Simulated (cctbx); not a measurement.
# Occupancies in Dy2NiTe4

Cell a = 8.4410 Å, b = 8.4410 Å, c = 9.0080 Å, α = 90.00°, β = 90.00°, γ = 90.00°; space group I-42d (no. 122); nominal formula Dy2NiTe4.

Simulated single-crystal data (cctbx): Mo Kα, λ = 0.71073 Å, to d = 0.65 Å, 50 % of the full sphere, strongest reflection 20000 counts, noise from counting, a 6 % proportional error and a noise floor of 15 counts (s.d.); no absorption, and some extinction, which the refinements don't model.

With every site full:

```text
Rint 0.046, 613 unique reflections to 0.65 A
cycle     R1     wR2    GooF  max shift (A)
   1  0.1975  0.4151  10.436   0.00053
   2  0.0187  0.0438   1.100   0.00000
final R1 0.0187 wR2 0.0438 GooF 1.100  parameters 16  data/parameter 38.3
atom        x        y        z      Ueq    occ   su(xyz)  su(Uiso or U11)
Dy1    0.25000  0.13964  0.87500   0.0022  1.000  0.00004  0.0001
Te1    0.80354  0.92578  0.18340   0.0026  1.000  0.00004  0.0001
Ni2    0.00000  0.00000  0.50000  -0.0003  1.000  0.00000  0.0003  NPD
difference map: max 1.43 min -2.88 rms 0.43
Q1    0.0157  0.5482  0.7534   16    1.49  0.43 A from Ni2
Q2    0.0357  0.1271  0.1970   16    1.29  1.43 A from Te1
Q3    0.0256  0.5502  0.1842   16    1.26  2.01 A from Dy1
Q4    0.0722  0.1891  0.3033   16    1.23  1.79 A from Te1
Q5    0.0607  0.1936  0.4793   16    1.15  1.53 A from Te1
Q6    0.0412  0.7396  0.9213   16    1.11  1.12 A from Te1
```

With the occupancies of the suspect sites free, each still typed as its main element:

```text
Rint 0.046, 613 unique reflections to 0.65 A
cycle     R1     wR2    GooF  max shift (A)
   1  0.1102  0.2438   6.138   0.00013
   7  0.0180  0.0404   1.017   0.00001
final R1 0.0180 wR2 0.0403 GooF 1.016  parameters 18  data/parameter 34.1
atom        x        y        z      Ueq    occ   su(xyz)  su(Uiso or U11)
Dy1    0.25000  0.13964  0.87500   0.0020  0.984  0.00003  0.0001
Te1    0.80354  0.92576  0.18338   0.0028  1.000  0.00003  0.0001
Ni2    0.00000  0.00000  0.50000   0.0017  1.054  0.00000  0.0004
su of occupancy Dy1: 0.003
su of occupancy Ni2: 0.008
difference map: max 1.27 min -2.64 rms 0.41
Q1    0.0353  0.1253  0.1950   16    1.30  1.43 A from Te1
Q2    0.0737  0.1874  0.3045   16    1.19  1.78 A from Te1
Q3    0.0476  0.0306  0.9389   16    1.16  2.02 A from Dy1
Q4    0.1114  0.1956  0.9849   16    1.14  1.60 A from Dy1
Q5    0.0291  0.1473  0.5795   16    1.10  1.46 A from Ni2
Q6    0.0401  0.7403  0.9203   16    1.07  1.11 A from Te1
```

**Question.** What is the disorder?

X-rays count electrons. Dy1 refines to 0.984(0.003), or 64.9 electrons; the site truly holds 0.975 Dy and 0.025 Ni, 65.0 electrons, which is 0.986 of Dy; Ni2 refines to 1.054(0.008), or 29.5 electrons; the site truly holds 0.95 Ni and 0.05 Dy, 29.9 electrons, which is 1.068 of Ni. A value under 1 can't tell vacancies from a lighter guest, and one over 1 needs a heavier guest; chemistry or a second radiation must settle which. Occupancy correlates with U and the scale, and the two elements' form factors differ in shape, so the match is approximate.

Freeing them takes R1 from 0.0187 to 0.0180 and GooF from 1.10 to 1.02.

The model is made up (kin elements in a known structure type, no relaxation), so it says nothing on whether the phase exists.

[Middle refinement cycles are left out of these outputs.]

[Logs are printed without paths, hosts, clocks, repeated set-up lines and the standing remarks that a program may print on its own settings, such as how far it seeks lower states.]
